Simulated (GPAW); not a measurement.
# B K ELNES/XANES of BN (P6_3/mmc) from DFT, part 2 of 2

Aim: the near-edge shape at the B K edge of BN (P6_3/mmc), and what the core hole does to it.

GPAW 26.7.0; X-ray absorption from dipole matrix elements to empty bands, plane-wave PAW LDA.

So far. Step 2 (The field without a hole): The mesh shows a gap of 4.13 eV, so the hole is first treated in a charged cell, without the excited electron. Step 3 (Spectrum without a core hole, B atom 3): Main maxima below 24 eV (height): 1.0 eV (1.43), 7.6 eV (1.84), 11.1 eV (1.31), 13.4 eV (1.16), 16.4 eV (1.22) and 23.4 eV (1.71).

The database entry behind the starting cell differs from later determinations by our own check (about 0.3 % short, minor phase), so it need not match the best structure at ambient conditions.

### 5. Spectrum with FCH, B atom 3

The holes are 5.0 Å apart. In GPAW the data set carries the hole's charge, so charge=0 means a charged cell and charge=-1 a neutral one. The excited electron is left out and a uniform background balances the charge. After the field has converged, empty bands are computed with the density fixed and the dipole matrix elements are summed.

The input, xas.py:

```python
import numpy as np
from ase import Atoms
from ase.parallel import parprint, paropen
from gpaw import GPAW, PW, FermiDirac, Mixer, MixerDif, setup_paths
from gpaw.test import gen
setup_paths.insert(0, '.')
gen('B', name='fch1s', xcname='LDA', corehole=(1, 0, 1), write_xml=True)
from gpaw.mpi import world
world.barrier()

atoms = Atoms('N8B8',
    cell=[[4.99648, 0, 0],
     [-2.49824, 4.32707861, 0],
     [0, 0, 6.6357]],
    scaled_positions=[[0.33333333, 0.16666667, 0.25],
     [0.33333333, 0.66666667, 0.25],
     [0.83333333, 0.16666667, 0.25],
     [0.83333333, 0.66666667, 0.25],
     [0.16666667, 0.33333333, 0.75],
     [0.16666667, 0.83333333, 0.75],
     [0.66666667, 0.33333333, 0.75],
     [0.66666667, 0.83333333, 0.75],
     [0.33333333, 0.16666667, 0.75],
     [0.33333333, 0.66666667, 0.75],
     [0.83333333, 0.16666667, 0.75],
     [0.83333333, 0.66666667, 0.75],
     [0.16666667, 0.33333333, 0.25],
     [0.16666667, 0.83333333, 0.25],
     [0.66666667, 0.33333333, 0.25],
     [0.66666667, 0.83333333, 0.25]],
    pbc=True)
atoms.calc = calc = GPAW(legacy_gpaw=True, mode=PW(500), xc='LDA', setups={8: 'fch1s'},
    kpts={'size': (4, 4, 3), 'gamma': True}, occupations=FermiDirac(0.02),
    charge=0, mixer=Mixer(0.1, 5, 50), maxiter=150,
    convergence={'density': 0.0001}, txt='scf.txt')
energy = atoms.get_potential_energy() + calc.get_reference_energy()
ef = calc.get_fermi_level()
out = dict(energy=energy, fermi=ef, forces=atoms.get_forces().tolist())
parprint(f'all-electron energy {energy:.4f} eV, Fermi level {ef:.4f} eV')
ev = np.array([[calc.get_eigenvalues(k, s) for k in range(len(calc.get_ibz_k_points()))] for s in range(calc.get_number_of_spins())])
out['homo'], out['lumo'], out['counts'] = ev[ev < ef].max(), ev[ev > ef].min(), sorted(set((ev < ef).sum((0, 2)).tolist()))
out['filled'] = (ev[:, 0] < ef).sum(1).tolist()

from ase.units import Ha
from gpaw.xas import dipole_matrix_elements
nb = int(calc.get_number_of_electrons() / 2) + 88
top, nb = nb, nb + 8 + nb // 12
nscf = calc.fixed_density(kpts={'size': (5, 5, 4), 'gamma': True}, nbands=nb,
    convergence={'bands': top, 'eigenstates': 1e-5}, maxiter=60, txt='nscf.txt')
cell = atoms.cell.array
ops = [cell.T @ U.T @ np.linalg.inv(cell.T) for U in nscf.wfs.kd.symmetry.op_scc]
filled = [32]  # bands filled in the ground state, by spin
E = np.arange(-6, 34, 0.1)
fwhm = np.interp(E, [4, 25], [0.9, 3.5])
Y, X, zero, highest = 0, 0, 1e9, 1e9
for spin in range(nscf.get_number_of_spins()):
    wfs = nscf.wfs
    A = dipole_matrix_elements(wfs.setups[8])
    eps = np.zeros((wfs.kd.nibzkpts, nb))
    d = np.zeros((3, A.shape[1], wfs.kd.nibzkpts, nb), complex)
    for kpt in wfs.kpt_u:
        if kpt.s == spin and 8 in kpt.P_ani:
            eps[kpt.k] = kpt.eps_n * Ha
            d[:, :, kpt.k] = (kpt.weight * wfs.nspins / 2) ** 0.5 * np.inner(A, kpt.P_ani[8])
    world.sum(eps)
    world.sum(d)
    T = np.einsum('amkn,bmkn->abkn', d, d.conj()).real
    T = sum(np.einsum('ai,ijkn,bj->abkn', R, T, R) for R in ops) / len(ops)
    empty = np.ones_like(eps, bool) & (np.arange(nb) >= filled[spin])
    zero, highest = min(zero, eps[empty].min()), min(highest, eps[:, top - 1].min())
    lines = [(eps, T, empty)] if spin == 0 else lines + [(eps, T, empty)]
for eps, T, empty in lines:
    f = np.einsum('aakn->akn', T).reshape(3, -1)
    x = eps.ravel() - zero
    w = np.interp(x, E, fwhm) / 2.35482
    g = np.exp(-0.5 * ((E[:, None] - x) / w) ** 2) / (w * (2 * np.pi) ** 0.5)
    Y = Y + (f * empty.ravel()) @ g.T
    X = X + (f * ~empty.ravel()) @ g.T
out.update(E=E.round(2).tolist(), xas=Y.tolist(), xes=X.tolist(), zero=zero, valid=highest - zero, nk=len(eps), nb=nb)
for i in range(0, len(E), 10):
    parprint(f'{E[i]:7.2f}', *(f'{v:10.3e}' for v in Y[:, i]))
import json
with paropen('out.json', 'w') as f:
    json.dump(out, f)
```

On the command line:

```console
$ OMP_NUM_THREADS=1 mpirun -n 2 gpaw python xas.py
```

Numbers of over 12 decimals in the logs are rounded to 6 here.

Output:

```text
Input parameters:
  convergence: {density: 0.0001}
  kpts: {gamma: True,
         size: (4, 4, 3)}
  maxiter: 150
  mixer: {backend: pulay,
          beta: 0.1,
          method: separate,
          nmaxold: 5,
          weight: 50}
  mode: {ecut: 500.0,
         name: pw}
  occupations: {fixmagmom: False,
                name: fermi-dirac,
                width: 0.02}
  setups: {8: fch1s}

Initialize ...

[... PAW data sets ...]

Reference energy: -16863.055914  # eV

Spin-paired calculation

[... convergence settings ...]
Symmetries present (total): 2
  [... symmetry matrices ...]

48 k-points: 4 x 4 x 3 Monkhorst-Pack grid + [1/8,1/8,0.000000]
17 k-points in the irreducible part of the Brillouin zone
       k-points in crystal coordinates                weights
   0:     0.00000000    0.00000000    0.00000000          1/48
   1:     0.00000000    0.00000000    0.33333333          2/48
   2:     0.25000000   -0.25000000   -0.33333333          4/48
   3:     0.25000000   -0.25000000    0.00000000          4/48
   4:     0.25000000   -0.25000000    0.33333333          4/48
   5:     0.25000000    0.00000000   -0.33333333          2/48
   6:     0.25000000    0.00000000    0.00000000          2/48
   7:     0.25000000    0.00000000    0.33333333          2/48
   8:     0.25000000    0.50000000    0.00000000          2/48
   9:     0.25000000    0.50000000    0.33333333          4/48
          ...
  16:     0.50000000    0.50000000    0.33333333          4/48

Wave functions: Plane wave expansion
  Cutoff energy: 500.000 eV
  Number of coefficients (min, max): 3583, 3666
  Pulay-stress correction: 0.000000 eV/Ang^3 (de/decut=0.000000)
  Using FFTW library
  Wavefunction extrapolation:
    Improved wavefunction reuse through dual PAW basis

Occupation numbers: Fermi-Dirac:
  width: 0.0200  # eV

Eigensolver
   Davidson(niter=2)

Densities:
  Coarse grid: 27*27*35 grid
  Fine grid: 54*54*70 grid
  Total Charge: 1.000000

Density mixing:
  Method: separate
  Backend: pulay
  Linear mixing parameter: 0.1
  old densities: 5
  Width of damping distribution: 1.1
  Damping of long wavelength oscillations: 50

[... Hamiltonian set-up ...]
Number of atoms: 16
Number of atomic orbitals: 64
Number of bands in calculation: 43
Number of valence electrons: 64
Bands to converge: occupied

... initialized

Initializing position-dependent things.

Density initialized from atomic densities
Creating initial wave functions:
  43 bands from LCAO basis set

         N B   N B
           N B   N B

         B N   B N
           B N   B N

Atomic positions and initial magnetic moments

Positions:
   0 N      1.249120    0.721180    1.658925    ( 0.0000,  0.0000,  0.0000)
   1 N     -0.000000    2.884719    1.658925    ( 0.0000,  0.0000,  0.0000)
   2 N      3.747360    0.721180    1.658925    ( 0.0000,  0.0000,  0.0000)
   3 N      2.498240    2.884719    1.658925    ( 0.0000,  0.0000,  0.0000)
   4 N      0.000000    1.442360    4.976775    ( 0.0000,  0.0000,  0.0000)
   5 N     -1.249120    3.605899    4.976775    ( 0.0000,  0.0000,  0.0000)
   6 N      2.498240    1.442360    4.976775    ( 0.0000,  0.0000,  0.0000)
[...]
13 B     -1.249120    3.605899    1.658925    ( 0.0000,  0.0000,  0.0000)
  14 B      2.498240    1.442360    1.658925    ( 0.0000,  0.0000,  0.0000)
  15 B      1.249120    3.605899    1.658925    ( 0.0000,  0.0000,  0.0000)

Unit cell:
           periodic     x           y           z      points  spacing
  1. axis:    yes    4.996480    0.000000    0.000000    27     0.1603
  2. axis:    yes   -2.498240    4.327079    0.000000    27     0.1603
  3. axis:    yes    0.000000    0.000000    6.635700    35     0.1896

  Lengths:   4.996480   4.996480   6.635700
  Angles:   90.000000  90.000000 120.000000

Effective grid spacing dv^(1/3) = 0.1778

iter:   1  -179.190938
iter:   2  -175.083358   -0.80  -0.71
iter:   3  -168.254453   -0.51  -0.79
iter:   4  -167.903650   -1.63  -1.16
iter:   5  -167.621716   -1.54  -1.27
iter:   6  -167.519005   -1.96  -1.73
iter:   7  -167.484805   -3.09  -1.95
iter:   8  -167.493265   -2.98  -2.23
iter:   9  -167.485276c  -2.76  -2.22
iter:  10  -167.479753c  -3.70  -2.43
iter:  11  -167.479786c  -4.79  -3.35
iter:  12  -167.479748c  -5.67  -3.46
iter:  13  -167.479743c  -5.71  -3.58
iter:  14  -167.479727c  -6.21  -3.73
iter:  15  -167.479728c  -6.60  -4.22c
iter:  16  -167.479726c  -6.95  -4.11c
iter:  17  -167.479726c  -7.53c -4.45c

Converged after 17 iterations.

Dipole moment: (-0.115622, -0.044989, 1.088552) |e|*Ang

Energy contributions relative to reference atoms: (reference = -16863.055914)

Kinetic:        +92.129823
Potential:     -111.830035
External:        +0.000000
XC:            -147.246160
Entropy (-ST):   -0.000000
Local:           -0.533355
SIC:             +0.000000
--------------------------
Free energy:   -167.479726
Extrapolated:  -167.479726

Showing only first 2 kpts
 Kpt  Band  Eigenvalues  Occupancy
  0    30      3.94791    2.00000
  0    31      3.99642    2.00000
  0    32      5.31771    0.00000
  0    33      7.63924    0.00000

  1    30      3.92255    2.00000
  1    31      3.94898    2.00000
  1    32      5.26653    0.00000
[...]
Fermi level: 4.96507

Gap: 0.638 eV
Transition (v -> c):
  (s=0, k=12, n=31, [0.50, 0.25, -0.33]) -> (s=0, k=1, n=32, [0.00, 0.00, 0.33])
Direct/indirect transitions are different
Direct gap: 1.318 eV
Transition at: (s=0, k=1, n=31, [0.00, 0.00, 0.33])

Forces in eV/Ang:
  0 N    -0.00001   -0.00001    0.01852
  1 N    -0.01392   -0.00804    0.01892
  2 N     0.00003    0.01608    0.01892
  3 N     0.01394   -0.00802    0.01892
  4 N     2.62597   -1.51611   -0.02087
  5 N    -0.00000    3.03221   -0.02087
  6 N    -2.62588   -1.51605   -0.02087
[...]
13 B     0.00001    0.02556   -0.00007
 14 B    -0.02215   -0.01279   -0.00007
 15 B    -0.00003   -0.00002   -0.00005
Scalar-relativistic atomic LDA calculation for B (Boron, Z=5)
Core hole in 1s state (1s occupation: 1.0)
300 radial gridpoints.
|------------------------------------------------|
|------------------------------------------------|
[... the atom generator's iteration count ...]

Energy contributions:
-------------------------
Kinetic:      +16.693400
XC:            -2.260601
Potential:    -31.255183
-------------------------
Total:        -16.822384

state      eigenvalue         ekin         rmax
-----------------------------------------------
1s^1.0 :    -8.526766    11.791826        0.204
2s^2.0 :    -0.864526     1.675176        1.279
2p^1.0 :    -0.653666     1.551222        1.105
-----------------------------------------------
(units: Bohr and Hartree)

Generating PAW setup
Kinetic energy of the core from tauc = 11.795725
Cutoffs:
rc(s)=1.200
rc(p)=1.200
rc(d)=1.200
rc(vbar)=1.080
rc(comp)=1.200
rc(nct)=1.200

Kinetic energy of the core states: 11.791826
Charge: 1.0
Core electrons: 1.0
Valence electrons: 3.0
Pseudo-core charge: 0.037612
Shape function alpha=6.944
Pseudo-electron charge 3.041132
state    eigenvalue         norm
--------------------------------
2s(2) :    -0.864526     1.030522
*s    :     0.135474
2p(1) :    -0.653666     0.942475
*p    :     0.346334
*d    :     0.000000
--------------------------------

Diagonalizing with gridspacing h=0.050

state   all-electron     PAW
-------------------------------
2s:      -0.864526    -0.865247
2p:      -0.653666    -0.654690
*d:                   -0.075592
*f:                   -0.015154
-------------------------------
all-electron energy -17030.5356 eV, Fermi level 4.9651 eV
[...]
31.00  5.058e-05  5.058e-05  3.938e-04
  32.00  5.798e-05  5.798e-05  4.153e-04
  33.00  7.053e-05  7.053e-05  4.080e-04
```

It took 96 s on 2 MPI ranks of AMD EPYC 9R45 (Zen 5), shared host; peak memory 0.49 GiB.

The B K spectrum, B atom 3, full core hole (charged cell) (energy from the lowest empty level; intensity scaled to a mean of 1 over the first 20 eV; polarised curves are means over the symmetry-equivalent atoms):

| E (eV) | isotropic | ε ⊥ c | ε ∥ c |
| --- | --- | --- | --- |
| -2.0 | 0.00 | 0.00 | 0.00 |
| -1.4 | 0.00 | 0.00 | 0.00 |
| -0.8 | 0.02 | 0.00 | 0.06 |
| -0.2 | 0.44 | 0.00 | 1.31 |
| 0.4 | 2.39 | 0.00 | 7.18 |
| 1.0 | 3.12 | 0.00 | 9.35 |
| 1.6 | 0.67 | 0.00 | 2.00 |
| 2.2 | 0.02 | 0.00 | 0.05 |
| 2.8 | 0.05 | 0.00 | 0.14 |
| 3.4 | 0.22 | 0.00 | 0.65 |
| 4.0 | 0.29 | 0.02 | 0.82 |
| 4.6 | 0.24 | 0.15 | 0.43 |
| 5.2 | 0.64 | 0.75 | 0.40 |
| 5.8 | 1.42 | 1.97 | 0.31 |
| 6.4 | 1.97 | 2.84 | 0.24 |
| 7.0 | 2.08 | 2.96 | 0.32 |
| 7.6 | 1.62 | 2.21 | 0.43 |
| 8.2 | 1.56 | 2.02 | 0.65 |
| 8.8 | 1.92 | 2.41 | 0.94 |
| 9.4 | 1.73 | 2.09 | 1.01 |
| 10.0 | 1.22 | 1.40 | 0.86 |
| 10.6 | 0.96 | 1.12 | 0.65 |
| 11.2 | 0.90 | 1.07 | 0.54 |
| 11.8 | 0.83 | 0.97 | 0.55 |
| 12.4 | 0.82 | 0.93 | 0.58 |
| 13.0 | 0.84 | 0.97 | 0.58 |
| 13.6 | 0.83 | 0.96 | 0.55 |
| 14.2 | 0.80 | 0.94 | 0.52 |
| 14.8 | 0.82 | 0.99 | 0.48 |
| 15.4 | 0.88 | 1.10 | 0.44 |
| 16.0 | 0.91 | 1.15 | 0.42 |
| 16.6 | 0.84 | 1.06 | 0.41 |
| 17.2 | 0.71 | 0.86 | 0.40 |
| 17.8 | 0.56 | 0.65 | 0.38 |
| 18.4 | 0.44 | 0.48 | 0.37 |
| 19.0 | 0.40 | 0.41 | 0.38 |
| 19.6 | 0.44 | 0.46 | 0.40 |
| 20.2 | 0.55 | 0.61 | 0.42 |
| 20.8 | 0.70 | 0.84 | 0.41 |
| 21.4 | 0.86 | 1.08 | 0.40 |
| 22.0 | 0.97 | 1.27 | 0.38 |
| 22.6 | 1.02 | 1.35 | 0.38 |
| 23.2 | 0.99 | 1.29 | 0.39 |
| 23.8 | 0.88 | 1.12 | 0.42 |
| 24.4 | 0.74 | 0.89 | 0.45 |
| 25.0 | 0.60 | 0.67 | 0.46 |
| 25.6 | 0.48 | 0.49 | 0.46 |
| 26.2 | 0.40 | 0.37 | 0.45 |
| 26.8 | 0.34 | 0.29 | 0.44 |
| 27.4 | 0.30 | 0.23 | 0.44 |
| 28.0 | 0.28 | 0.19 | 0.47 |
| 28.6 | 0.27 | 0.15 | 0.52 |
| 29.2 | 0.27 | 0.12 | 0.57 |
| 29.8 | 0.28 | 0.10 | 0.62 |

Main maxima below 24 eV (height): 0.8 eV (3.42), 6.8 eV (2.12), 8.9 eV (1.94), 15.9 eV (0.91) and 22.6 eV (1.02). A K edge sees empty p states; at this planar three-fold site the curve for the electric vector normal to the plane peaks at 0.8 eV, where it is mainly π* that absorbs: that direction carries over 70 % of the weight there.

The hole costs E(hole) − E(ground) = 186.91 eV, and the lowest empty level of the hole cell on the spectrum's mesh lies at 5.26 eV, which puts the zero at 192.18 eV. One term is added: -5.56 eV, since the hole is spin-paired here and a spin-polarised one costs that much less in the free atom (computed apart). The photon energy is then 186.62 eV. The functional and the charged cell's background leave an error in such absolute values: in the free atom LDA prices this hole 2.2 eV below PBE (computed apart), and PBE is itself good to a few eV.

### 6. Excitation energy, B atom 3

With the excited electron kept in the cell the system stays neutral, and the energy difference is an excitation energy by itself. In a small cell that electron takes up a good share of the lowest empty band, or all of one, which shifts the value from the true onset.

Changed against the first core-hole run: core hole to XCH, with the smearing that suits a partly filled band.

The input, scf.py:

```python
import numpy as np
from ase import Atoms
from ase.parallel import parprint, paropen
from gpaw import GPAW, PW, FermiDirac, Mixer, MixerDif, setup_paths
from gpaw.test import gen
setup_paths.insert(0, '.')
gen('B', name='fch1s', xcname='LDA', corehole=(1, 0, 1), write_xml=True)
from gpaw.mpi import world
world.barrier()

atoms = Atoms('N8B8',
    cell=[[4.99648, 0, 0],
     [-2.49824, 4.32707861, 0],
     [0, 0, 6.6357]],
    scaled_positions=[[0.33333333, 0.16666667, 0.25],
     [0.33333333, 0.66666667, 0.25],
     [0.83333333, 0.16666667, 0.25],
     [0.83333333, 0.66666667, 0.25],
     [0.16666667, 0.33333333, 0.75],
     [0.16666667, 0.83333333, 0.75],
     [0.66666667, 0.33333333, 0.75],
     [0.66666667, 0.83333333, 0.75],
     [0.33333333, 0.16666667, 0.75],
     [0.33333333, 0.66666667, 0.75],
     [0.83333333, 0.16666667, 0.75],
     [0.83333333, 0.66666667, 0.75],
     [0.16666667, 0.33333333, 0.25],
     [0.16666667, 0.83333333, 0.25],
     [0.66666667, 0.33333333, 0.25],
     [0.66666667, 0.83333333, 0.25]],
    pbc=True)
atoms.calc = calc = GPAW(legacy_gpaw=True, mode=PW(500), xc='LDA', setups={8: 'fch1s'},
    kpts={'size': (4, 4, 3), 'gamma': True}, occupations=FermiDirac(0.04),
    charge=-1, mixer=Mixer(0.1, 5, 50), maxiter=150,
    convergence={'density': 0.0001}, txt='scf.txt')
energy = atoms.get_potential_energy() + calc.get_reference_energy()
ef = calc.get_fermi_level()
out = dict(energy=energy, fermi=ef, forces=atoms.get_forces().tolist())
parprint(f'all-electron energy {energy:.4f} eV, Fermi level {ef:.4f} eV')
ev = np.array([[calc.get_eigenvalues(k, s) for k in range(len(calc.get_ibz_k_points()))] for s in range(calc.get_number_of_spins())])
out['homo'], out['lumo'], out['counts'] = ev[ev < ef].max(), ev[ev > ef].min(), sorted(set((ev < ef).sum((0, 2)).tolist()))
out['filled'] = (ev[:, 0] < ef).sum(1).tolist()
import json
with paropen('out.json', 'w') as f:
    json.dump(out, f)
```

On the command line:

```console
$ OMP_NUM_THREADS=1 mpirun -n 2 gpaw python scf.py
```

Output:

```text
Input parameters:
  charge: -1
  convergence: {density: 0.0001}
  kpts: {gamma: True,
         size: (4, 4, 3)}
  maxiter: 150
  mixer: {backend: pulay,
          beta: 0.1,
          method: separate,
          nmaxold: 5,
          weight: 50}
  mode: {ecut: 500.0,
         name: pw}
  occupations: {fixmagmom: False,
                name: fermi-dirac,
                width: 0.04}
  setups: {8: fch1s}

Initialize ...

[...]
--------------------------------
2s(2) :    -0.864526     1.030522
*s    :     0.135474
2p(1) :    -0.653666     0.942475
*p    :     0.346334
*d    :     0.000000
--------------------------------

Diagonalizing with gridspacing h=0.050

state   all-electron     PAW
-------------------------------
2s:      -0.864526    -0.865247
2p:      -0.653666    -0.654690
*d:                   -0.075592
*f:                   -0.015154
-------------------------------
all-electron energy -17024.0927 eV, Fermi level 7.1842 eV
[key lines of the parts left out:]
Converged after 16 iterations.
Dipole moment: (-0.174456, 0.151269, 0.060591) |e|*Ang
Free energy:   -161.052191
Fermi level: 7.18425
```

Run time: 21 s. Hardware: 2 MPI ranks; peak memory 0.28 GiB.

The total-energy difference is 193.36 eV. With the free-atom term of -5.56 eV for this edge, the photon energy is 187.80 eV.

### 7. What the core hole does

Both curves are counted from their own zero, so only the shift of weight within the empty states shows.

```
E (eV)  no hole   FCH
  -2.0     0.00  0.00
  -1.0     0.00  0.01
   0.0     0.46  0.89
   1.0     1.43  3.12
   2.0     0.81  0.07
   3.0     0.61  0.10
   4.0     0.26  0.29
   5.0     0.41  0.44
   6.0     0.61  1.65
   7.0     1.56  2.08
   8.0     1.75  1.49
   9.0     1.16  1.93
  10.0     1.01  1.22
  11.0     1.30  0.91
  12.0     1.18  0.82
  13.0     1.15  0.84
  14.0     1.12  0.81
  15.0     1.06  0.84
  16.0     1.19  0.91
  17.0     1.15  0.76
  18.0     0.85  0.51
  19.0     0.63  0.40
  20.0     0.68  0.50
  21.0     0.97  0.75
  22.0     1.39  0.97
  23.0     1.69  1.01
  24.0     1.64  0.84
  25.0     1.33  0.60
  26.0     0.97  0.42
  27.0     0.69  0.33
  28.0     0.54  0.28
  29.0     0.50  0.27
```

With each curve scaled to its own mean, the area from −2 to 6 eV with the hole is 5.5 against 4.3, and the centre of weight from −1 to 20 eV moves by -1.5 eV: the hole pulls the absorber's empty states down.

### 8. Against the measurement

Features are paired by their description (first, strongest, rising edge, steepest rise) or, failing that, by nearness after a common offset; their character isn't checked.

GPAW LDA (Gaussian full width 0.9 eV up to 4 eV, rising linearly to 3.5 eV at 25 eV):

| measured feature | measured (eV) | computed feature | computed (eV) | difference (eV) |
| --- | --- | --- | --- | --- |
| B K-edge, 1s to pi* resonance | 192 | first maximum | 187.4 | -4.6 |

### 9. Outcome

```json
{"absorber and edge": "B K, atom 3 of the ground-state input (counted from 1)", "surroundings": "3 N at 1.44 Å (trigonal planar, site symmetry -6m2)", "highest intensity below 16 eV": "0.8 eV above the zero, height 3.42", "photon energy of the zero, with the added terms": "186.6 eV (raw 192.2 eV; LDA puts this hole about 2 eV below PBE, itself good to a few eV)"}
```

GPAW LDA lies 4.6 eV below the measured energy, of which about 2 eV is this functional's underpricing of the hole against PBE in the free atom. Energy scales of different experiments differ by up to about 1 eV. The B K edge of atom 3, with 3 N at 1.44 Å (trigonal planar, site symmetry -6m2), has its highest intensity of the first 16 eV at 0.8 eV above the zero, near 187 eV in photon energy (LDA puts this hole about 2 eV below PBE, itself good to a few eV), 3.4 times the mean level of the first 20 eV (Gaussian full width 0.9 eV up to 4 eV, rising linearly to 3.5 eV at 25 eV). With each curve scaled to its own mean, the area from −2 to 6 eV with the hole is 5.5 against 4.3, and the centre of weight from −1 to 20 eV moves by -1.5 eV: the hole pulls the absorber's empty states down. The neutral-cell energy lies +1.2 eV from the charged-cell zero, a gap made of the charged-cell error and of where the added electron settles. At the B K edge of atom 3 polarisation matters most near 0.8 eV, where the curves differ by 10.2 on this scale. The holes are only 5.0 Å apart, so the shape is probably not converged with cell size; no larger cell was run here. The mesh is coarse (0.29 Å⁻¹ between points), so small maxima may be mesh ripples. Lifetime broadening is put in by hand, and intensities beyond about 20 eV depend on it and on the partial waves. The structure is a published determination, not relaxed.

[Banner, clock and machine lines of the logs are left out without a mark of their own.]

[Logs are printed without paths, hosts, clocks, repeated set-up lines and the standing remarks that a program may print on its own settings, such as how far it seeks lower states.]

[Hosts, paths, dates, database ids (printed as entryN), source tags and the programs' standing remarks are cut or masked in the printed files.]

[Lists of maxima count a maximum above −3 eV only where it reaches 4 % of the highest in the window and stands out from its surroundings by 2 % of it (1.5 % where it reaches 55 %); shoulders and weaker maxima are passed over, and of the rest the first, up to two pre-edge ones and the few strongest are named.]
